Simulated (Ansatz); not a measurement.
# Sc2C monolayer: phonons and vibrational spectra, part 2 of 2

Aim: the phonons of Sc2C monolayer at a cell relaxed beforehand at this level. After the zone centre comes a 6×6×1 q mesh on a 18×18×1 k mesh.

Ansatz 0.2.0; DFT PBEsol, scalar-relativistic, plane waves, PAW; PAW set soft_1.

So far. Step 2 (Modes at Γ): Before it was imposed, the acoustic sum rule was missed by 1.2e-5 eV/Å². Small misses are needed for a sound result but don't prove that mesh and cutoff are converged. The lowest optical mode is real, 216 cm⁻¹.

**3. The dispersion (continued)**

Interpolated from a 6×6×1 q mesh. Phonon branches along the path, in cm⁻¹:

```csv
point,branch 1,branch 2,branch 3,branch 4,branch 5,branch 6,branch 7,branch 8,branch 9
Γ,0,0,0,216,216,296,298,495,495
halfway,82,129,160,218,229,297,413,486,511
M,157,198,202,211,259,278,424,490,572
halfway,170,207,208,218,251,281,425,501,557
K,191,214,214,238,238,282,415,530,530
halfway,98,153,173,221,230,297,414,491,517
Γ,0,0,0,216,216,296,298,495,495
```

The phonon branches as a text plot (rows in cm⁻¹):

```
    560 |               *************
    536 |           ****             ***************
    512 |       ****               ******  *******  *****
    488 |**************************               ***************
    465 |
    441 |
    417 |         ************************************
    393 |       **                                    ***
    369 |     **                                         **
    345 |   **                                             **
    322 |                                                    ***
    298 |*****************                     ******************
    274 |                 *********************
    250 |               *****************  **
    226 |***************          *******************************
    203 |               **************************
    179 |           ********       ******  ****   ****
    155 |       *******************            ***  *****
    131 |         **  **                          **  *****
    107 |     ****  **                              **     **
     83 |   ****  **                                     **
     60 |   **  **                                    ***  *****
     36 | **  **                                         **  ***
     12 |*****                                             ******
         Γ                   M           K                      Γ
```

The phonon density of states has structure finer than the step of the table below, so its rows give means over 20 cm⁻¹, whole bins alone (the curve runs from 2.5 to 572 cm⁻¹). Peaks (cm⁻¹: height): 217.5: 0.108, 232.5: 0.0586, 282.5: 0.0450, 297.5: 0.0718, 427.5: 0.0630, 492.5: 0.0791, 542.5: 0.026.

Tetrahedra on a 24×24×1 mesh, mean over bins of 5 cm-1. Interpolated from a 6×6×1 q mesh. Phonon density of states against wavenumber; means over each step:

```csv
wavenumber (cm⁻¹),phonon density of states (1/cm⁻¹/cell)
20,0.00326
40,0.00425
60,0.00522
80,0.00647
100,0.00820
120,0.0109
140,0.0163
160,0.0257
180,0.0255
200,0.0387
220,0.0660
240,0.0330
260,0.00561
280,0.0208
300,0.0296
320,9.0e-4
340,0.00119
360,0.00166
380,0.00256
400,0.00499
420,0.0344
440,0.00393
460,0
480,0.0190
500,0.0383
520,0.0121
540,0.0175
560,0.0120
```

The partial phonon density of states has structure finer than the step of the table below, so its rows give means over 20 cm⁻¹, whole bins alone (the curve runs from -10 to 598 cm⁻¹). Peaks (cm⁻¹: height): C 425.9: 0.0452, 490.9: 0.0614, 544.4: 0.0198; Sc 219.4: 0.0758, 295.9: 0.0533.

Phonopy on the run's constants, 19x19x1 mesh, Gaussian sigma 4.3 cm-1. Interpolated from a 6×6×1 q mesh. The partial phonon density of states by wavenumber; means over each step; values in 1/cm⁻¹/cell:

```csv
wavenumber (cm⁻¹),C,Sc
0,1.4e-4,0.00102
20,4.0e-4,0.00276
40,5.6e-4,0.00382
60,6.0e-4,0.00398
80,8.7e-4,0.00612
100,9.7e-4,0.00700
120,0.00125,0.00984
140,0.00167,0.0148
160,0.00219,0.0234
180,0.00136,0.0239
200,7.1e-4,0.0389
220,9.3e-4,0.0641
240,9.7e-4,0.0316
260,2.2e-4,0.00595
280,5.8e-5,0.0212
300,5.0e-4,0.0286
320,5.9e-4,1.8e-4
340,0.00118,2.1e-4
360,0.00147,2.7e-4
380,0.00206,3.9e-4
400,0.00436,8.1e-4
420,0.0286,0.00448
440,0.00431,6.5e-4
460,2.1e-6,0
480,0.0175,0.00158
500,0.0354,0.00278
520,0.0119,5.2e-4
540,0.0163,6.3e-4
560,0.0115,4.1e-4
580,0.00147,5.1e-5
```

Harmonic thermodynamic functions per atom, from the density of states. Interpolated from a 6×6×1 q mesh. Thermodynamic functions, by row:

```csv
T (K),F_vib (meV/atom),S (J/mol-atom/K),C_V (J/mol-atom/K)
0,54.68,0,0
100,52.73,5.351,9.193
200,42.35,14.55,17.22
300,23.11,22.3,20.73
400,-3.33,28.51,22.36
500,-35.6,33.6,23.22
600,-72.7,37.88,23.71
700,-113.9,41.56,24.02
800,-158.7,44.78,24.23
900,-206.6,47.65,24.37
1000,-257.4,50.22,24.48
```

Symmetry leaves 7 wavevectors to solve. The lowest mode among them, the acoustic zeros apart, lies at q = (0, 0.167, 0) and is real, 41.3 cm⁻¹.

**4. Another isotope**

An isotope changes the mass and not the force constants, so no new electronic calculation is needed; the shifts show which modes move this element.

The same force constants with the mass of C changed from 12.011 to 13.003 u (phonopy, no LO-TO term). Both lists are sorted by frequency; levels can cross, so a row need not hold one and the same mode. Modes under 3 cm⁻¹ are left out. Isotope shifts, by row:

```csv
q,rank,natural mass (cm⁻¹),changed mass (cm⁻¹)
0 0 0,4,216,216
0 0 0,5,216,216
0 0 0,6,296.2,286
0 0 0,7,297.5,297.5
0 0 0,8,494.7,477.8
0 0 0,9,494.7,477.8
0 0.1667 0,1,41.31,41.08
0 0.1667 0,2,89.9,89.51
0 0.1667 0,3,128.6,128.2
0 0.1667 0,4,218.1,218.1
0 0.1667 0,5,221.5,221.3
0 0.1667 0,6,294,293.9
0 0.1667 0,7,378.9,366.6
0 0.1667 0,8,489,472
0 0.1667 0,9,496.3,478.5
0 0.3333 0,1,121.9,121.2
0 0.3333 0,2,159.2,158.8
0 0.3333 0,3,179.5,179.4
0 0.3333 0,4,215.5,215.5
0 0.3333 0,5,234.5,234.3
0 0.3333 0,6,298.2,298.2
0 0.3333 0,7,427.1,412.9
0 0.3333 0,8,486.4,469
0 0.3333 0,9,537.1,516.8
0 -0.5 0,1,156.8,156.1
0 -0.5 0,2,197.5,197
0 -0.5 0,3,202.3,202.3
0 -0.5 0,4,211.3,211.3
0 -0.5 0,5,258.8,258.4
0 -0.5 0,6,278.3,278.3
0 -0.5 0,7,423.8,409.2
0 -0.5 0,8,489.9,472
0 -0.5 0,9,571.8,550.3
```

A mode of this element alone would shift by -3.89 %. The highest zone-centre frequency without the field goes from 494.7 to 477.8 cm⁻¹ (-3.4 %). The product of the frequency ratios over all optical modes at Γ is 0.901; the product rule, (m/m′)^(3k/2) (M′/M)^(3/2) with k = 1 such atoms and M the mass of the cell, gives 0.901.

**5. Outcome**

```json
{
  "space group (within 0.01 Å)": "P-3m1",
  "area per atom": "3.1 Å²",
  "electronic character": "no gap on this mesh",
  "highest optical mode at the zone centre (no LO-TO term)": "495 cm⁻¹",
  "lowest optical zone-centre mode": "216 cm⁻¹",
  "lowest mode on the q mesh (acoustic modes at Γ apart)": "41.3 cm⁻¹",
  "highest frequency on the path or at a solved wavevector": "572 cm⁻¹",
  "zero-point energy per atom": "54.7 meV",
  "heat capacity at 300 K": "20.7 J/(mol atoms K)",
  "vibrational entropy at 300 K": "22.3 J/(mol atoms K)",
  "imaginary modes on the 6×6×1 q mesh": "none"
}
```

In words: The structure is a minimum as far as tested: no mode is imaginary at the 7 irreducible wavevectors of the 6×6×1 mesh, and the softest away from the acoustic zeros lies at 41 cm⁻¹. The optical modes at Γ span 216 to 495 cm⁻¹. The highest mode in this list at Γ, 494.7 cm⁻¹, is mostly motion of C (88 % of the kinetic energy). On the path and the mesh, the widest gap between branches runs from 428 to 486 cm⁻¹. With no gap, or one that is small against the smearing, the frequencies hang on the k mesh and the smearing, most of all near Kohn anomalies. In a sheet or slab the interpolated bending branch near Γ is rough, since the rotational sum rule isn't imposed. The PAW files were made for PBE and serve the other functionals too. A phonon run warned that its eigensolver left some bands unconverged in a pass. The starting cell was built on a prototype and not taken from a measurement. These are harmonic frequencies at zero temperature: anharmonic shifts, linewidths and thermal expansion are left out.

[Logs are printed without paths, hosts, clocks, repeated set-up lines and the standing remarks that a program may print on its own settings, such as how far it seeks lower states.]

[Hosts, paths, dates, database ids (printed as entryN), source tags and the programs' standing remarks are cut or masked in the printed files.]
